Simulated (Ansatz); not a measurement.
# RbH3Pb (model cell, started as cubic perovskite with Pb in the octahedra): following an unstable mode, part 3 of 3

Which phase does RbH3Pb (model cell, started as cubic perovskite with Pb in the octahedra) fall into along its unstable mode, and how much energy does it gain?

Ansatz 0.2.0; DFT PBEsol, scalar-relativistic, plane waves, PAW; PAW set soft_1.

So far. Step 5 (Energy along the mode, all amplitudes (two of the runs …): The lowest of the steps tried is at 0.32 Å, 10.2 meV/atom below the parent; the bottom of the well need not coincide with a step. Step 7 (The new phase in its own primitive cell): The largest force component left is 0.26 meV/Å and the pressure is -0.001 GPa, within the tolerances set. The cell now holds 18.79 Å³/atom. The relaxed cell has a = 6.283, c = 4.760 Å (conventional setting).

The structure was built from a prototype and need not be the compound's stable phase.

In doubt: the program warns that the response may not be converged on this k-mesh (step 8), which bears on the force constants and all frequencies.

### Step 8. Modes of the new phase, k-mesh 6×6×6, occupations fixed

A relaxed structure may still be a saddle point, so its zone-centre modes are computed. The response to a homogeneous field gives the Born charges and the dielectric tensor.

input.yaml reads:

```yaml
crystal:
  lattice:
    - [6.2833638388, 0.0, 0.0]
    - [0.0, 6.2833638388, 0.0]
    - [0.0, 0.0, 4.7603737749]
  atoms:
    - { symbol: Rb, position: [0.5, 0.5, 0.0] }
    - { symbol: Rb, position: [0.0, 0.0, 0.0] }
    - { symbol: Pb, position: [0.0, 0.5, 0.4588815473] }
    - { symbol: Pb, position: [0.5, 0.0, 0.5411184527] }
    - { symbol: H, position: [0.75, 0.75, 0.5] }
    - { symbol: H, position: [0.25, 0.25, 0.5] }
    - { symbol: H, position: [0.75, 0.25, 0.5] }
    - { symbol: H, position: [0.25, 0.75, 0.5] }
    - { symbol: H, position: [0.0, 0.5, 0.86186642] }
    - { symbol: H, position: [0.5, 0.0, 0.13813358] }
kpoints:
  mp_grid: { grid: [6, 6, 6] }
hamiltonian:
  xc: pbesol
  pseudopotentials: { kind: paw, azcp: { folder: soft_1 }, xc_functional: pbe }
scf:
  occupations: { method: fixed }
output:
  eigenvalues: true
phonons:
  method: dfpt
  dielectric: true
  rigid_motions: translations
```

On the command line:

```
> ansatz run input.yaml --threads 4 --pin off --max-ram 16384MiB --backend cpu --events-out ev --progress --plain --runs-dir out
```

Numbers of over 12 decimals in the logs are rounded to 6 here.

The log of the run:

```text
[...]
Crystal: 10 atoms, lattice volume = 187.943 Å³
Basis set: ecut = 420 eV, 3643 PW (Γ), exchange–correlation on 96×96×64 points (8 copies of the dense FFT grid, shifted against one another)
Bands: 36, of which v1, the nominal top of the filled ones, is band 26 counted from 1 (25 counted from 0)
Symmetry: 16 space group operations
k-points: 112 of 216 (irreducible under 1 space group operation, time reversal used)
[...]
SCF iter   1: F=—  HF=-30044.282246 eV  |F-HF|=—  |Δ(HF+E_count)|=         —  Δρ=5.00e-2  dr2=6.69e0  ethr=3.10e-3  ⟨swp⟩=5.0  Hψ=16931  notcnv=0  defer=757
[...]
SCF iter  10: F=-30041.596157 eV  HF=-30041.596157 eV  |F-HF|=7.28e-12  |Δ(HF+E_count)|=  2.76e-10  Δρ=1.12e-7  dr2=2.23e-11  ethr=1.00e-12  ⟨swp⟩=19.7  Hψ=34690  notcnv=0
SCF 1 converged in 10 iterations: F = -30041.596157 eV  dr2 = 2.23e-11
[...]
NSCF: frozen V_eff on 28 k-points
DFPT response loops at Γ: preconditioner auto → Resta (q_TF=auto, 2.202 Å⁻¹)  ε∞=15.4 (no band partly filled); β = 1.00, the filter's whole step (`scf.mixing.beta` (0.50) is not read by the response loops at its default; to damp them type it under 1.00, their step now; it binds the ground state too); Broyden in place of MSR1
── the response to a field inside a basis, on 10×10×6 k-points: an SCF that follows is theirs, and a resumed run solves both again ──
Bands: 27, of which v1, the nominal top of the filled ones, is band 26 counted from 1 (25 counted from 0)
k-points: 45
[...]
Eigensolver: Dense (45 Hₖ)
SCF iter   1: F=—  HF=-30041.616728 eV  |F-HF|=—  |Δ(HF+E_count)|=         —  Δρ=4.35e-4  dr2=3.33e-4  ethr=1.00e-1
[...]
SCF iter   4: F=-30041.616687 eV  HF=-30041.616687 eV  |F-HF|=3.74e-8  |Δ(HF+E_count)|=   1.20e-6  Δρ=5.47e-6  dr2=9.93e-8  ethr=4.88e-9
SCF 1 converged in 4 iterations: F = -30041.616687 eV  dr2 = 9.93e-8
[...]
WARN: field response: inside a basis, on 10×10×6 points, no mesh in reach settles it: take ε∞, Z* and everything formed from them with what they may err, as stated (eps_inf_uncertainty, zstar_uncertainty_e), and compare with field_mesh: kpoints on a denser kpoints.mp_grid
WARN: field response: ε∞ stands inside a basis, on 10×10×6 points; the force constants stand on the 6×6×6 k-mesh, whose period is 7.02 times the interband length at k = (0.0000, 0.0000, -0.5000), direct gap 0.253 eV, under 14: take them and everything formed from them as unconverged, and compare with a denser kpoints.mp_grid
SCF converged after 10 iterations
Free energy (F): -30041.596157 eV
[...]
Internal energy: -30041.596157 eV  (E = F + TS)
E sigma→0 (E₀):  -30041.596157 eV
Fermi energy:    6.269601 eV
[...]
--- Band table (eV; the first three rows and the last of 112) ---
  k-point 0: bands = [... 22 lower, 3.6137, 3.9791, 4.0702, 5.9809, 6.6393, 6.6393, 7.0954, 7.1744, ... 6 higher]
  k-point 1: bands = [... 22 lower, 2.7350, 3.2412, 4.0337, 5.8124, 6.6120, 6.6120, 7.7565, 8.2854, ... 6 higher]
  k-point 2: bands = [... 22 lower, 1.5498, 2.0264, 4.1520, 6.0726, 6.5537, 6.5537, 8.6006, 9.3111, ... 6 higher]
  k-point 111: bands = [... 22 lower, 1.7012, 1.7012, 5.3376, 5.3376, 6.9710, 6.9710, 7.7485, 7.7485, ... 6 higher]
--- Phonons (Γ-DFPT): 8 representative perturbations + reference, on 112 of 216 k-points (Σ response iterations 25) ---
  k mesh reduced under 1 symmetry operation, with k and −k counted as one. Each operation leaves every solved perturbation unchanged. A smaller set is not considered because the run solves the response to a homogeneous field
  ASR residual: 4.852e-5 → 0.000e0 eV/Å²; symmetrization residual: 1.853e-6 eV/Å²
  ASR residual per site (eV/Å²): 2.44e-5 2.44e-5 4.85e-5 4.85e-5 2.43e-5 2.43e-5 2.43e-5 2.43e-5 3.91e-5 3.91e-5
  Γ frequencies (cm⁻¹): -758.73 -758.73 -108.28 -108.28 0.00 0.00 0.00 42.66 46.90 46.90 52.98 53.21 53.21 63.99 86.79 90.22 90.22 378.81 378.81 471.44 472.10 505.00 505.00 593.36 625.30 625.30 1094.30 1167.68 1179.34 1183.78
  ε∞ (high-frequency dielectric tensor):
       25.906293     0.000000     0.000000
        0.000000    25.906293    -0.000000
        0.000000    -0.000000     5.377253
  softest optical mode at Γ: -758.73 cm⁻¹; the repairs (sum rule, projections) moved no ω² at Γ by more than (5.08 cm⁻¹)²
  Born effective charges Z* (e; rows j = field, columns β = displacement):
    site 0:
         1.40722   -0.00000    0.00000
        -0.00000    1.40722   -0.00000
         0.00000   -0.00000    1.22308
    site 1:
         1.40722   -0.00000    0.00000
        -0.00000    1.40722   -0.00000
         0.00000   -0.00000    1.22308
    site 2:
         5.96621    0.00000   -0.00000
         0.00000    5.96621    0.00000
        -0.00000   -0.00000    1.41598
    site 3:
         5.96621    0.00000   -0.00000
         0.00000    5.96621    0.00000
        -0.00000   -0.00000    1.41598
    site 4:
        -3.29541    3.13659    0.54757
         3.13659   -3.29541   -0.54757
        -0.03981    0.03981   -0.57234
    site 5:
        -3.29541    3.13659   -0.54757
         3.13659   -3.29541    0.54757
         0.03981   -0.03981   -0.57234
    site 6:
        -3.29541   -3.13659    0.54757
        -3.13659   -3.29541    0.54757
        -0.03981   -0.03981   -0.57234
    site 7:
        -3.29541   -3.13659   -0.54757
        -3.13659   -3.29541   -0.54757
         0.03981    0.03981   -0.57234
    site 8:
        -0.78260   -0.00000    0.00000
        -0.00000   -0.78260   -0.00000
         0.00000    0.00000   -1.49439
    site 9:
        -0.78260   -0.00000    0.00000
        -0.00000   -0.78260   -0.00000
         0.00000    0.00000   -1.49439
  Z* charge neutrality: 9.308e-1 e pre-enforcement
  solved inside a basis spanned on kpoints, on 10×10×6 k-points transformed towards the longest dipole, which do not settle them: ε∞ is read to err by 9.9e0, Z* by 7.3e0 e (field_mesh: kpoints solves on kpoints); Z* is corrected for what the basis lacks
  optical modes at Γ without the LO–TO term, one row a degenerate level:
      ω (cm⁻¹)  modes    IR ((D/Å)²/amu)
       -758.73      2          3716.1812
       -108.28      2            39.5371
         42.66      1             0.0000
         46.90      2             0.0000
         52.98      1             1.6055
         53.21      2             2.6791
         63.99      1             0.0000
[...]
optical modes at Γ + LO–TO along q̂ = [1.0000, 0.0000, 0.0000]:
      ω (cm⁻¹)  modes    IR ((D/Å)²/amu)
[...]
optical modes at Γ + LO–TO along q̂ = [0.0000, 1.0000, 0.0000]:
      ω (cm⁻¹)  modes    IR ((D/Å)²/amu)
[...]
optical modes at Γ + LO–TO along q̂ = [0.0000, 0.0000, 1.0000]:
      ω (cm⁻¹)  modes    IR ((D/Å)²/amu)
[...]
86.79      1             0.0000
         90.22      2             0.0000
        378.81      2           156.5248
        471.44      1             0.0000
        505.00      2             0.0000
        521.97      1            19.6503
        593.36      1             0.0000
        625.30      2             3.8650
       1094.44      1             0.0733
       1167.68      1             0.0000
       1183.78      1             0.0000
       1273.13      1           113.2504
```

Elapsed: 4.5 min, on 4 threads of Arm Neoverse V1, shared host; peak memory 2.9 GiB.

Numbers from this step:

| Property | Result |
| --- | --- |
| gap on the k-mesh | 0.2533 eV |
| sum-rule residual before enforcement | 4.85e-5 eV/Å² |
| miss of the charge sum rule | 0.9308 e |
| estimated error of the dielectric tensor | 9.907 |
| estimated error of the Born charges | 7.272 e |
| point group | 4/mmm |
| highest optical mode at the zone centre (no LO-TO term) | 1184 cm⁻¹ |
| lowest optical zone-centre mode | -758.7 cm⁻¹ |
| mean high-frequency dielectric constant | 19.06 |
| largest Born charge (third of the trace) | 4.449 e |
| top of the zone-centre spectrum with the field | 1273 cm⁻¹ |

Patterns of degenerate modes are one choice out of their space. Modes at Γ, with each element's share of the kinetic energy (negative means imaginary):

```
mode  frequency (cm⁻¹)  symmetry  Rb %  Pb %  H %
   1            -758.7        Eu     0     0  100
   2            -758.7        Eu     0     0  100
   3            -108.3        Eu     0     1   99
   4            -108.3        Eu     0     1   99
   5               0.0  acoustic    29    70    1
   6               0.0  acoustic    29    70    1
   7               0.0  acoustic    29    70    1
   8              42.7       B1g   100     0    0
   9              46.9        Eg    77    23    0
  10              46.9        Eg    77    23    0
  11              53.0       A2u    71    28    1
  12              53.2        Eu    71    28    1
  13              53.2        Eu    71    28    1
  14              64.0       A1g     0    99    1
  15              86.8       A1u     0     0  100
  16              90.2        Eg    23    77    1
  17              90.2        Eg    23    77    1
  18             378.8        Eu     0     1   99
  19             378.8        Eu     0     1   99
  20             471.4       B1u     0     0  100
  21             472.1       A2u     0     1   99
  22             505.0        Eg     0     1   99
  23             505.0        Eg     0     1   99
  24             593.4       B2u     0     0  100
  25             625.3        Eu     0     0  100
  26             625.3        Eu     0     0  100
  27            1094.3       A2u     0     0  100
  28            1167.7       B1u     0     0  100
  29            1179.3       A2u     0     1   99
  30            1183.8       A1g     0     1   99
```

Displacements in mode 1 (-758.7 cm⁻¹), the largest set to 1:
```
Rb1  0.00  0.00  0.00
Rb2  0.00  0.00  0.00
Pb3  0.01  0.00  0.00
Pb4  0.01  0.00  0.00
H5  -0.68  1.00  0.27
H6  -0.68  1.00 -0.27
H7  -0.68 -1.00  0.27
H8  -0.68 -1.00 -0.27
H9  -0.15  0.00  0.00
H10 -0.15  0.00  0.00
```

Displacements in mode 9 (46.9 cm⁻¹), the largest set to 1:
```
Rb1 -0.05  1.00  0.00
Rb2  0.05 -1.00  0.00
Pb3 -0.02 -0.35  0.00
Pb4  0.02  0.35  0.00
H5   0.00  0.00  0.00
H6   0.00  0.00  0.00
H7   0.00  0.00  0.00
H8   0.00  0.00  0.00
H9  -0.01 -0.17  0.00
H10  0.01  0.17  0.00
```

High-frequency dielectric tensor, which the program warns is not settled by the k meshes in reach. Tensor:

```
       x      y      z
x  25.91      0      0
y      0  25.91      0
z      0      0  5.377
```

Optical modes at the zone centre, without and with the macroscopic field of the longitudinal modes; each column is sorted by frequency, so a row need not hold one and the same mode. Modes with and without the field, by row:

```
rank among optical modes  no field (cm⁻¹)  q along (1, 0, 0) (cm⁻¹)  q along (0, 0, 1) (cm⁻¹)
                       1           -758.7                    -758.7                    -758.7
                       2           -758.7                    -198.2                    -758.7
                       3           -108.3                    -108.3                    -108.3
                       4           -108.3                      42.7                    -108.3
                       5             42.7                      45.7                      42.7
                       6             46.9                      46.9                      46.9
                       7             46.9                      46.9                      46.9
                       8               53                        53                      53.2
                       9             53.2                      53.2                      53.2
                      10             53.2                        64                        64
                      11               64                      86.8                        72
                      12             86.8                      90.2                      86.8
                      13             90.2                      90.2                      90.2
                      14             90.2                     244.6                      90.2
                      15            378.8                     378.8                     378.8
                      16            378.8                     471.4                     378.8
                      17            471.4                     472.1                     471.4
                      18            472.1                       505                       505
                      19              505                       505                       505
                      20              505                     593.4                       522
                      21            593.4                     607.3                     593.4
                      22            625.3                     625.3                     625.3
                      23            625.3                     645.6                     625.3
                      24             1094                      1094                      1094
                      25             1168                      1168                      1168
                      26             1179                      1179                      1184
                      27             1184                      1184                      1273
```

Born charge (rows field, columns displacement) (e), principal values of the symmetric part by kind of site:

```
atom  atoms with these values    low  middle   high   mean
 Rb1                        2   1.22    1.41   1.41   1.35
 Pb3                        2   1.42    5.97   5.97   4.45
  H5                        4  -6.45   -0.55  -0.16  -2.39
  H9                        2  -1.49   -0.78  -0.78  -1.02
```

In full for H5:

```
-3.30  3.14  0.55
 3.14 -3.30 -0.55
-0.04  0.04 -0.57
```

Transverse modes; imaginary modes are left out. Lines of the infrared spectrum (strongest = 100):

```
position (cm⁻¹)  lines merged  relative intensity
             43             1                 0.0
             47             1                 0.0
             53             2                 2.7
             64             1                 0.0
             87             1                 0.0
             90             1                 0.0
            379             1                 100
            471             1                 0.0
            472             1                  18
            505             1                 0.0
            593             1                 0.0
            625             1                 2.5
           1094             1                 0.2
           1168             1                 0.0
           1179             1                  66
           1184             1                 0.0
```

Before it was imposed, the acoustic sum rule was missed by 4.9e-5 eV/Å² and the charge sum rule by 0.93 e. The charge miss is large and points to the mesh or the basis. The lowest optical mode is imaginary, 758.7i cm⁻¹, so the energy falls along it.

The log warns of the k mesh: “the force constants stand on the 6×6×6 k-mesh, whose period is 7.02 times the interband length at k = (0.0000, 0.0000, -0.5000), direct gap 0.253 eV, under 14: take them and everything formed from them as unconverged”.

### Step 9. The phases reached

The phases reached along the modes that were followed are set side by side.

Energies are those of the first relaxation, on the mesh of the frozen mode; space group, volume and gap are those of the last relaxation. Phases, by row:

```
                mode frozen in  space group  energy from parent (meV/atom)  volume (Å³/atom)  gap on mesh (eV)  lowest zone-centre optical mode (cm⁻¹)  largest shift (Å)
                        parent        Pm-3m                              0             18.38                 0                                       –                  –
      q = (0, 0, 0), 958i cm⁻¹         P4mm                         -22.24             18.92             0.313                                  -759.3              0.465
      q = (0, 0, 0), 958i cm⁻¹          R3m                         -46.99             20.41             1.556                                    21.6              0.405
      q = (0, 0, 0), 958i cm⁻¹         Amm2                         -37.05             19.69             1.323                                  -719.7              0.441
q = (0, -0.5, -0.5), 916i cm⁻¹       P4/nmm                         -22.82             18.79             0.253                                  -758.7              0.647
```

### Step 10. Outcome

* unstable mode of the parent: q = (0, -0.5, -0.5), 916i cm⁻¹
* depth at the lowest point sampled: 10.2 meV/atom
* largest atomic shift at that point: 0.32 Å
* space group reached (within 0.01 Å): P4/nmm
* energy gained over the parent (first relaxation, on the mesh of the frozen mode): 22.8 meV/atom
* volume per atom, phase reached: 18.8 Å³
* gap on the k-mesh, phase reached: 0.253 eV
* lowest optical zone-centre mode, phase reached: -759 cm⁻¹
* highest optical mode at the zone centre (no LO-TO term), phase reached: 1184 cm⁻¹

**Reading.** Along this mode the structure falls into P4/nmm, 22.8 meV/atom below the parent. At the parent's cell the well is 10.23 meV/atom deep on the steps tried, with its lowest point at a shift of 0.32 Å. Relaxing atoms and cell changes the gain by +12.59 meV/atom against the lowest step (energies at zero smearing). The new phase still has an imaginary mode at the zone centre of its cell, so it is a saddle point on the way to a lower structure. Of the 4 patterns followed to their end from this parent, this one ends 24.2 meV/atom above the lowest, R3m. Another end point lies within 1 meV/atom; how such a difference moves with mesh and cutoff was not tested. Each path keeps the symmetry of its pattern, so a lower phase may lie along a pattern not tried. With the field response the log warns that the k mesh is coarse for the force constants too, so the frequencies may not be converged. With no gap, or one that is small against the smearing, the frequencies hang on the k mesh and the smearing, most of all near Kohn anomalies. In at least one run the field response is not settled by the k meshes in reach, so its dielectric tensor, Born charges and longitudinal modes are rough. Spin-orbit coupling is left out, which can matter for the heavy elements here. The PAW files were made for PBE and serve the other functionals too. A phonon run warned that its eigensolver left some bands unconverged in a pass. The starting cell was built on a prototype and not taken from a measurement, so the phase need not exist.

[Logs are printed without paths, hosts, clocks, repeated set-up lines and the standing remarks that a program may print on its own settings, such as how far it seeks lower states.]

[Hosts, paths, dates, database ids (printed as entryN), source tags and the programs' standing remarks are cut or masked in the printed files.]
